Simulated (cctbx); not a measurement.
## Sr2CrSbS6 across an absorption edge

Space group C2/m (no. 12), a = 11.5503 Å, b = 6.7110 Å, c = 6.7770 Å, α = 90.00°, β = 125.12°, γ = 90.00°.

| atom | mult. | x | y | z | Ueq (Å²) |
| --- | --- | --- | --- | --- | --- |
| Sb1 | 2 | 0 | 1/2 | 0 | 0.0053 |
| Sr1 | 4 | 0.7535 | 0 | 0.7444 | 0.0046 |
| Cr1 | 2 | 0 | 0 | 1/2 | 0.0065 |
| S1 | 8 | 0.9730 | 0.2509 | 0.7233 | 0.0075 |
| S2 | 4 | 0.7490 | 1/2 | 0.8082 | 0.0096 |

The model is made up (kin elements in a known structure type, no relaxation), so it says nothing on whether the phase exists.

Calculated with cctbx: free-atom f′ and f″ from the Sasaki tables, no fine structure; amplitudes in electrons.

```
E (eV)  F 2 0 0  F 0 2 0  F 0 0 1  F 3 1 0
 15505     60.9    193.0     46.3     52.6
 15855     64.0    189.7     46.3     52.3
 15985     66.8    186.8     46.4     52.1
 16045     69.5    184.1     46.5     51.9
 16075     72.3    181.3     46.6     51.7
 16090     75.0    178.6     46.7     51.6
 16097     77.4    176.2     46.8     51.4
 16101     80.1    173.5     46.9     51.2
 16109     81.9    173.1     46.9     51.2
 16113     78.6    176.5     46.8     51.4
 16120     75.8    179.2     46.7     51.6
 16135     72.8    182.2     46.6     51.8
 16165     69.9    185.1     46.5     52.0
 16255     65.9    189.0     46.3     52.2
 16505     61.7    193.1     46.1     52.4
```

**Question.** Which edge is crossed, and why do the reflections move as they do?

The K edge of Sr. The edge is at 16105 eV. f′ of Sr falls from -4.4 e at 15985 eV to -7.7 e at 4 eV below it, and f″ steps from 0.52 to 3.77 e across it. Over that approach |F| changes by +20 % (2 0 0), -7 % (0 2 0), +1 % (0 0 1) and -2 % (3 1 0): a reflection falls where Sr scatters in phase with the total and rises where it scatters against it; it hardly moves where the Sr term is small or cancels by symmetry. Above the edge the larger f″ enters the imaginary part, where it can add to or cancel the other atoms' f″. The structure is centrosymmetric, so Friedel mates stay equal.

[Logs are printed without paths, hosts, clocks, repeated set-up lines and the standing remarks that a program may print on its own settings, such as how far it seeks lower states.]
